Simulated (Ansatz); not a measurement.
**Bands, cutoff and cost in G0W0 for SiO2 (I-42d)**

Wanted: a G0W0 gap for SiO2 (I-42d) that is converged in bands and cutoff, or an estimate of the limit.

Method: G0W0 on LDA, plane waves, PAW, in Ansatz 0.2.0.

## Step 1: The starting structure

It takes space group I-42d (No. 122, tetragonal). The conventional cell has a = 4.748 Å, b = 4.748 Å, c = 7.488 Å, α = 90.00°, β = 90.00°, γ = 90.00°. Nearest to Si lie 4 O at 1.62 Å. Nearest to O lie 2 Si at 1.62 Å. Farther neighbours and most contacts between anions are not listed.

The cell and positions come from the Crystallography Open Database and are kept as given unless a step says otherwise.

## Step 2: 221 empty bands, screening to 110 eV

G0W0 replaces the xc potential by the self-energy, built once from these orbitals. Only a window of levels is corrected, while the sums run over the empty bands that the input names. This step takes hard PAW files.

Contents of input.yaml:

```yaml
crystal:
  lattice:
    - [-2.37405, 2.37405, 3.744]
    - [2.37405, -2.37405, 3.744]
    - [2.37405, 2.37405, -3.744]
  atoms:
    - { symbol: Si, position: [0.0, 0.0, 0.0] }
    - { symbol: Si, position: [0.75, 0.25, 0.5] }
    - { symbol: O, position: [0.99838, 0.625, 0.87338] }
    - { symbol: O, position: [0.375, 0.24838, 0.37338] }
    - { symbol: O, position: [0.75162, 0.125, 0.12662] }
    - { symbol: O, position: [0.875, 0.00162, 0.62662] }
kpoints:
  mp_grid: { grid: [6, 6, 6] }
hamiltonian:
  xc: lda
  pseudopotentials: { kind: paw, source: ansatz }
scf:
  occupations: { method: fixed }
gw:
  n_empty_bands: 221
  ecut_chi: 110.0
  qp_bands: [v2, c2]
  qp_kpoints: band_edges
  screening: { model: contour_deformation }
```

Run with:

```console
ansatz run input.yaml --threads 4 --pin off --max-ram 138240MiB --backend cuda --events-out ev --progress --plain --runs-dir out --devices 1 --max-vram 26GiB
```

Numbers of over 12 decimals in the logs are rounded to 6 here.

The log of the run:

```text
GPUs: using 1 of 1 available (devices: 1).
Engine: ansatz 0.2.0, x86_64-unknown-linux-gnu
Pseudopotentials: kind: paw
Pseudopotential: Si, paw, valence charge 4, recommended cutoff 460 eV (normal), Si.paw.azcp
Pseudopotential: O, paw, valence charge 6, recommended cutoff 930 eV (normal), O.paw.azcp
Functional definition: SPW92
  exchange = slater_x
  correlation = pw_c
device memory: the entry about to start is reckoned to put 2.1 GiB on a device that reports 58.5 GiB free (of which the cap on the GPU budget leaves the run 26.0 GiB)
GPU FFT provider: cuFFT
GPU libraries: cuBLAS 13.8.2, cuFFT 12.4.0, cuSOLVER 12.3.4
Crystal: 6 atoms, lattice volume = 84.406 Å³
Basis set: ecut = 930 eV, 5431 PW (Γ)
Bands: 22, of which v1, the nominal top of the filled ones, is band 16 counted from 1 (15 counted from 0)
Symmetry: 8 space group operations
Space group: I-42d (ITA 122), of the structure as read, at distance tolerance 4.4e-5 Å
k-points: 30 of 216 (time reversal used)
Non-local potential: Si, projectors of the file, l = 0: 2, l = 1: 3, l = 2: 1
Non-local potential: O, projectors of the file, l = 0: 2, l = 1: 2, l = 2: 1
PAW form: soft (Blöchl's): semilocal exchange-correlation on the pseudo side does not see the compensation charge
PAW frozen core: Si, regenerated for the run's functional, and the local potential with it (the file was generated under x = pbe(κ = 0.804, μ = 0.219515), c = pbe(β = 0.066725))
PAW frozen core: O, regenerated for the run's functional, and the local potential with it (the file was generated under x = pbe(κ = 0.804, μ = 0.219515), c = pbe(β = 0.066725))
PAW one-centre angular grid: Si, 110 points (default); XC on 64 Gauss nodes
PAW one-centre angular grid: O, 110 points (default); XC on 64 Gauss nodes
Initial density: superposition of atomic densities (chi_scale 0.1, normalization cell, long waves kept (reshape's long-wave potential 0.00 eV rms))
Initial wavefunctions: pseudopotential atomic-orbital guess
GPU buffer pool allocated for 216000 grid points (all kernels)
GPU transforms: local potential and band sums: pruned to the plane-wave sphere, on 50×50×54
Functional: x = slater, c = lda
SCF iter   1: F=—  HF=-3448.475429 eV  |F-HF|=—  |Δ(HF+E_count)|=         —  Δρ=1.20e-1  dr2=1.06e1  ethr=3.10e-3  ⟨swp⟩=5.8  Hψ=3511  notcnv=0  defer=80
preconditioner: auto → none  [insulator: Δε(μ)=7.316 eV  Ē_g=17.707 eV  n_scr=14 (ndim 8)  ℏωp=22.9 eV  f_vac=0.102  ε∞_Penn≈2.7]
SCF iter   2: F=—  HF=-3445.710175 eV  |F-HF|=—  |Δ(HF+E_count)|=    2.77e0  Δρ=6.66e-2  dr2=1.66e0  ethr=3.10e-3  ⟨swp⟩=4.4  Hψ=1953  notcnv=0  defer=108
SCF iter   3: F=—  HF=-3445.249430 eV  |F-HF|=—  |Δ(HF+E_count)|=   4.61e-1  Δρ=1.95e-2  dr2=1.36e-1  ethr=3.10e-3  ⟨swp⟩=2.0  Hψ=1356  notcnv=0  defer=98
SCF iter   4: F=—  HF=-3445.227195 eV  |F-HF|=—  |Δ(HF+E_count)|=   2.22e-2  Δρ=1.38e-3  dr2=5.59e-4  ethr=4.26e-4  ⟨swp⟩=3.0  Hψ=1046  notcnv=0  defer=119
SCF iter   5: F=—  HF=-3445.227296 eV  |F-HF|=—  |Δ(HF+E_count)|=   1.01e-4  Δρ=2.30e-4  dr2=1.48e-5  ethr=1.75e-6  ⟨swp⟩=2.2  Hψ=1155  notcnv=0  defer=119
SCF iter   6: F=-3445.227296 eV  HF=-3445.227296 eV  |F-HF|=8.37e-9  |Δ(HF+E_count)|=   1.19e-9  Δρ=2.33e-5  dr2=8.15e-8  ethr=3.13e-10  ⟨swp⟩=13.3  Hψ=4506  notcnv=0
SCF 1 converged in 6 iterations: F = -3445.227296 eV  dr2 = 8.15e-8
  greatest PAW one-centre occupation: 0.511 electrons in one spin orbital (limit 2), on the O atom at site 3 (counted from 0), in its partial waves of l = 0
device memory: the entry about to start is reckoned to put 2.1 GiB (of the 2.3 GiB reckoned in all, the device holds 0.3 GiB already) on a device that reports 58.2 GiB free (of which the cap on the GPU budget leaves the run 25.7 GiB)
NSCF: frozen V_eff on 30 k-points, pencils in batches of 32, up to order 88
the band table was solved once the SCF had ended and its energy, with any forces and stress, was formed, with the checks that follow a solve (3637 applications of the Hamiltonian). They found nothing against the state; the energy, forces and stress were not computed again (output.eigenvalues in the input reference)
device memory: the entry about to start is reckoned to put 7.2 GiB on a device that reports 58.5 GiB free (of which the cap on the GPU budget leaves the run 26.0 GiB)
NSCF: frozen V_eff on 30 k-points
G₀W₀ screening: q 1/30
[... further progress lines ...]
device memory: the entry about to start is reckoned to put 0.7 GiB on a device that reports 58.2 GiB free (of which the cap on the GPU budget leaves the run 26.0 GiB)
NSCF: frozen V_eff on 1 k-points
device memory: the entry about to start is reckoned to put 0.7 GiB on a device that reports 58.3 GiB free (of which the cap on the GPU budget leaves the run 26.0 GiB)
NSCF: frozen V_eff on 1 k-points
device memory: the entry about to start is reckoned to put 0.8 GiB on a device that reports 58.7 GiB free (of which the cap on the GPU budget leaves the run 26.0 GiB)
NSCF: frozen V_eff on 1 k-points
SCF converged after 6 iterations
Free energy (F): -3445.227296 eV
Harris-Foulkes:  -3445.227296 eV  (|F-HF|=8.37e-9)
Internal energy: -3445.227296 eV  (E = F + TS)
E sigma→0 (E₀):  -3445.227296 eV
Fermi energy:    0.821737 eV
--- Per-component energies (eV) ---
  E_band       = -180.691911
  E_kinetic    = 1068.019900
  E_local      = -2613.010295  (includes V_loc(G=0)·N_el)
  E_nonlocal   = 396.497738
  E_hartree    = 802.684077
  E_xc         = -469.510684
  E_vxc        = -548.389086  (∫ρ·V_xc dr)
  E_paw        = -1501.764557  (= ΣΔE_a)
  E_vpaw       = -89.176037  (= ΣTr[D̂ρ^β])
  E_aug_tail   = 0.000075  (compensation charges beyond the density's cutoff)
  E_ewald      = -1128.700283
  E_core_change = 0.556735  (= ΣΔE_core)
  E_smearing   = -0.000000  (= −TS)
  E_closure    = -0.000000  (closes the sum)
  Σ components = -3445.227296   (vs F -3445.227296, Δ=0.00e0)
--- Band table (eV; the first three rows and the last of 30) ---
  k-point 0: bands = [... 12 lower, -0.5049, -0.2160, 0.8217, 0.8217, 6.6473, 9.2731, 11.9197, 11.9197, ... 2 higher]
  k-point 1: bands = [... 12 lower, -0.5184, -0.0502, 0.7714, 0.7764, 7.2847, 9.7007, 11.0893, 11.6889, ... 2 higher]
  k-point 2: bands = [... 12 lower, -0.3111, 0.1625, 0.6572, 0.6716, 8.7148, 10.5776, 10.5896, 10.9830, ... 2 higher]
  k-point 29: bands = [... 12 lower, -0.6819, -0.6819, 0.7184, 0.7184, 9.6194, 9.6194, 10.2925, 10.2925, ... 2 higher]
--- G₀W₀: contour deformation, 5 samples at zero and on the imaginary axis and 3 off it, 216 q-points, 221 empty bands' worth ---
  eigenvalues of the whole cell's RPA ε∞ on this k-mesh (on a slab, of 1 + 4πα/V) = 2.2521, 2.2521, 2.3053; static W/v taken at q = 0 is 0.440621
  bands read: the sum over 237 bands ends inside a degenerate multiplet in 7 slots, whose members it reads at an even weight; the widest, k=3: bands 237 to 238 (counted from 1) at 1/2 each
  gw.qp_kpoints: band_edges: 30 of 30 stored k-points solved, in 1 pass; an edge of the gap read off the rows below is read off those points alone
    ik  band        ε_KS         Σx   Σc(E_QP)       V_xc       Z   E_QP_lin       E_QP  E_QP is
     0    15      0.8217   -26.3202     4.2050   -20.5019  0.8039    -0.8143    -0.7916  root
     0    16      0.8217   -26.3202     4.2050   -20.5019  0.8039    -0.8143    -0.7916  root
     0    17      6.6473    -7.1591    -3.2907   -11.9548  0.8690     8.1641     8.1522  root
     0    18      9.2731    -5.4667    -3.8258   -11.1421  0.8626    11.1440    11.1227  root
     1    15      0.7714   -26.3269     4.2062   -20.5111  0.8037    -0.8608    -0.8381  root
     1    16      0.7764   -26.3104     4.2141   -20.4800  0.8036    -0.8627    -0.8398  root
     1    17      7.2847    -7.6515    -3.3042   -12.5443  0.8646     8.8872     8.8733  root
     1    18      9.7007    -5.7061    -3.9012   -11.5182  0.8595    11.6354    11.6116  root
     2    15      0.6572   -26.3404     4.2309   -20.4887  0.8032    -0.9868    -0.9636  root
     2    16      0.6716   -26.4495     4.2111   -20.6404  0.8034    -0.9487    -0.9264  root
     2    17      8.7148    -8.2012    -3.4503   -13.4305  0.8563    10.5134    10.4937  root
     2    18     10.5776    -7.7580    -4.1549   -14.0425  0.8528    12.7389    12.7071  root
     3    15      0.5894   -26.5361     4.2159   -20.7228  0.8033    -1.0302    -1.0080  root
     3    16      0.5894   -26.5361     4.2159   -20.7228  0.8033    -1.0302    -1.0080  root
     3    17     10.0697    -7.5917    -3.6708   -13.1648  0.8525    11.9971    11.9720  root
     3    18     10.0697    -7.5917    -3.6708   -13.1648  0.8525    11.9971    11.9720  root
     4    15      0.7770   -26.2542     4.2041   -20.4323  0.8038    -0.8637    -0.8408  root
     4    16      0.7856   -26.3432     4.2109   -20.5210  0.8036    -0.8484    -0.8257  root
     4    17      7.1027    -7.4839    -3.2976   -12.3425  0.8660     8.6770     8.6637  root
     4    18      9.5497    -5.6711    -3.8517   -11.4063  0.8606    11.4558    11.4331  root
     5    15      0.6591   -26.3652     4.2173   -20.5379  0.8031    -0.9736    -0.9508  root
     5    16      0.7169   -26.2265     4.2121   -20.3928  0.8037    -0.9279    -0.9047  root
     5    17      8.1372    -7.9896    -3.3994   -13.0927  0.8597     9.8580     9.8408  root
     5    18     10.2378    -5.9462    -3.9340   -11.8357  0.8566    12.2194    12.1933  root
[...]
28    15      0.6307   -26.3060     4.2209   -20.4770  0.8031    -1.0004    -0.9775  root
    28    16      0.6307   -26.3060     4.2209   -20.4770  0.8031    -1.0004    -0.9775  root
    28    17      9.9011    -7.7665    -3.7056   -13.3985  0.8521    11.8530    11.8275  root
    28    18      9.9011    -7.7665    -3.7056   -13.3985  0.8521    11.8530    11.8275  root
    29    15      0.7184   -26.4136     4.2127   -20.6091  0.8034    -0.8956    -0.8734  root
    29    16      0.7184   -26.4136     4.2127   -20.6091  0.8034    -0.8956    -0.8734  root
    29    17      9.6194    -7.3861    -3.5017   -12.7007  0.8554    11.4540    11.4322  root
    29    18      9.6194    -7.3861    -3.5017   -12.7007  0.8554    11.4540    11.4322  root
```

Run time: 84 s. Hardware: 1 × NVIDIA H100 80GB HBM3 (shared by 3 runs) with 4 threads of AMD EPYC 7R13 (Zen 3), shared host; peak memory 2.1 GiB.

In the SCF lines HF is the Harris–Foulkes energy and dr2 the Hartree energy of the density residual, in eV; the loop may stop once dr2 is under the threshold and the program's other checks hold. Hψ counts applications of the Hamiltonian.

Numbers from this step:

| Item | Value |
| --- | --- |
| bands summed | 237 |
| RPA ε∞ on this mesh (eigenvalues) | 2.252, 2.252, 2.305 |
| plane waves in the screening matrix | 223 |
| q-points in the mesh | 216 |
| G0W0 gap on the mesh | 8.944 eV |
| k of the valence top | 0, 0, 0 |
| k of the conduction bottom | 0, 0, 0 |
| starting gap on the mesh | 5.826 eV |
| Z at the valence top | 0.8039 |
| Z at the conduction bottom | 0.8690 |
| least direct G0W0 gap on the computed points | 8.944 eV |

The gap on the mesh goes from 5.83 eV to 8.94 eV, a correction of +3.12 eV. Between the two edge states, bare exchange in place of the xc potential would open the gap by 10.61 eV, and correlation takes back 7.50 eV.

## Step 3: 501 empty bands, screening to 190 eV

Bands and screening cutoff are moved together, since each hides the error of the other.

Changes to input.yaml since step 2:

```diff
@@ -20,4 +20,4 @@
 gw:
-  n_empty_bands: 221
-  ecut_chi: 110.0
+  n_empty_bands: 501
+  ecut_chi: 190.0
   qp_bands: [v2, c2]
```

The log of the run:

```text
GPUs: using 1 of 1 available (devices: 1).
[...]
GPU FFT provider: cuFFT
GPU libraries: cuBLAS 13.8.2, cuFFT 12.4.0, cuSOLVER 12.3.4
Crystal: 6 atoms, lattice volume = 84.406 Å³
Basis set: ecut = 930 eV, 5431 PW (Γ)
Bands: 22, of which v1, the nominal top of the filled ones, is band 16 counted from 1 (15 counted from 0)
Symmetry: 8 space group operations
[...]
k-points: 30 of 216 (time reversal used)
[...]
GPU buffer pool allocated for 216000 grid points (all kernels)
[...]
SCF iter   1: F=—  HF=-3448.475429 eV  |F-HF|=—  |Δ(HF+E_count)|=         —  Δρ=1.20e-1  dr2=1.06e1  ethr=3.10e-3  ⟨swp⟩=5.8  Hψ=3511  notcnv=0  defer=80
[...]
SCF iter   6: F=-3445.227296 eV  HF=-3445.227296 eV  |F-HF|=8.37e-9  |Δ(HF+E_count)|=   1.19e-9  Δρ=2.33e-5  dr2=8.15e-8  ethr=3.13e-10  ⟨swp⟩=13.3  Hψ=4506  notcnv=0
SCF 1 converged in 6 iterations: F = -3445.227296 eV  dr2 = 8.15e-8
[...]
NSCF: frozen V_eff on 30 k-points, pencils in batches of 32, up to order 88
[...]
NSCF: frozen V_eff on 30 k-points
G₀W₀ screening: q 1/30
[... further progress lines ...]
[...]
SCF converged after 6 iterations
Free energy (F): -3445.227296 eV
[...]
Internal energy: -3445.227296 eV  (E = F + TS)
E sigma→0 (E₀):  -3445.227296 eV
Fermi energy:    0.821737 eV
[...]
--- Band table (eV; the first three rows and the last of 30) ---
  k-point 0: bands = [... 12 lower, -0.5049, -0.2160, 0.8217, 0.8217, 6.6473, 9.2731, 11.9197, 11.9197, ... 2 higher]
  k-point 1: bands = [... 12 lower, -0.5184, -0.0502, 0.7714, 0.7764, 7.2847, 9.7007, 11.0893, 11.6889, ... 2 higher]
  k-point 2: bands = [... 12 lower, -0.3111, 0.1625, 0.6572, 0.6716, 8.7148, 10.5776, 10.5896, 10.9830, ... 2 higher]
  k-point 29: bands = [... 12 lower, -0.6819, -0.6819, 0.7184, 0.7184, 9.6194, 9.6194, 10.2925, 10.2925, ... 2 higher]
[...]
0    15      0.8217   -26.3202     3.9007   -20.5019  0.7998    -1.1287    -1.0958  root
     0    16      0.8217   -26.3202     3.9007   -20.5019  0.7998    -1.1287    -1.0958  root
     0    17      6.6473    -7.1591    -3.3549   -11.9548  0.8673     8.0987     8.0881  root
     0    18      9.2731    -5.4667    -3.9199   -11.1421  0.8625    11.0475    11.0286  root
     1    15      0.7714   -26.3269     3.9013   -20.5111  0.7996    -1.1758    -1.1430  root
     1    16      0.7764   -26.3104     3.9105   -20.4800  0.7995    -1.1765    -1.1434  root
     1    17      7.2847    -7.6515    -3.3922   -12.5443  0.8628     8.7974     8.7853  root
     1    18      9.7007    -5.7061    -4.0047   -11.5182  0.8593    11.5290    11.5081  root
[...]
29    15      0.7184   -26.4136     3.9028   -20.6091  0.7993    -1.2157    -1.1833  root
    29    16      0.7184   -26.4136     3.9028   -20.6091  0.7993    -1.2157    -1.1833  root
    29    17      9.6194    -7.3861    -3.6377   -12.7007  0.8540    11.3143    11.2962  root
    29    18      9.6194    -7.3861    -3.6377   -12.7007  0.8540    11.3143    11.2962  root
```

It took 3.1 min on 1 × NVIDIA H100 80GB HBM3 (shared by 3 runs) with 4 threads; peak memory 4.1 GiB.

This step gave:

- bands summed: 517
- RPA ε∞ on this mesh (eigenvalues): 2.239, 2.239, 2.295
- plane waves in the screening matrix: 501
- q-points in the mesh: 216
- G0W0 gap on the mesh: 9.184 eV
- k of the valence top: 0, 0, 0
- k of the conduction bottom: 0, 0, 0
- starting gap on the mesh: 5.826 eV
- Z at the valence top: 0.7998
- Z at the conduction bottom: 0.8673
- least direct G0W0 gap on the computed points: 9.184 eV

Against the run with 6×6×6 mesh, 221 empty bands, screening to 110 eV, hard PAW files, the gap moves by +0.24 eV.

## Step 4: 850 empty bands, screening to 270 eV

Changes to input.yaml since step 3:

```diff
@@ -20,4 +20,4 @@
 gw:
-  n_empty_bands: 501
-  ecut_chi: 190.0
+  n_empty_bands: 850
+  ecut_chi: 270.0
   qp_bands: [v2, c2]
```

The log of the run:

```text
GPUs: using 1 of 1 available (devices: 1).
[...]
GPU FFT provider: cuFFT
GPU libraries: cuBLAS 13.8.2, cuFFT 12.4.0, cuSOLVER 12.3.4
Crystal: 6 atoms, lattice volume = 84.406 Å³
Basis set: ecut = 930 eV, 5431 PW (Γ)
Bands: 22, of which v1, the nominal top of the filled ones, is band 16 counted from 1 (15 counted from 0)
Symmetry: 8 space group operations
[...]
k-points: 30 of 216 (time reversal used)
[...]
1    18      9.7007    -5.7061    -4.0511   -11.5182  0.8592    11.4815    11.4618  root
[...]
29    15      0.7184   -26.4136     3.7260   -20.6091  0.7976    -1.3996    -1.3602  root
    29    16      0.7184   -26.4136     3.7260   -20.6091  0.7976    -1.3996    -1.3602  root
    29    17      9.6194    -7.3861    -3.7232   -12.7007  0.8534    11.2269    11.2107  root
    29    18      9.6194    -7.3861    -3.7232   -12.7007  0.8534    11.2269    11.2107  root
[key lines of the parts left out:]
SCF converged after 6 iterations
Free energy (F): -3445.227296 eV
Fermi energy:    0.821737 eV
```

Wall time 5.6 min (1 × NVIDIA H100 80GB HBM3 (shared by 3 runs) with 4 threads); peak memory 7.6 GiB.

This step gave:

```yaml
bands_summed: 866
rpa_eps_infinity_on_this_mesh_eigenvalues: 2.236, 2.236, 2.293
plane_waves_in_the_screening_matrix: 839
g0w0_gap_on_the_mesh: 9.292 eV
k_of_the_valence_top: 0, 0, 0
k_of_the_conduction_bottom: 0, 0, 0
starting_gap_on_the_mesh: 5.826 eV
least_direct_g0w0_gap_on_the_computed_points: 9.292 eV
```

Against the run with 6×6×6 mesh, 501 empty bands, screening to 190 eV, hard PAW files, the gap moves by +0.11 eV.

(Continued in part 2 of 2.)

[Paths, hosts, dates, memory and timing lines, banners, echoed tables and standing remarks are left out of the program output.]

[Logs are printed without paths, hosts, clocks, repeated set-up lines and the standing remarks that a program may print on its own settings, such as how far it seeks lower states.]

[Runs of the session that timed out or met a known fault of the program may be left out.]

[Cells called generated may have been cut or substituted from an entry of the Crystallography Open Database or the Materials Project.]

[Hosts, paths, dates, database ids (printed as entryN), source tags and the programs' standing remarks are cut or masked in the printed files.]
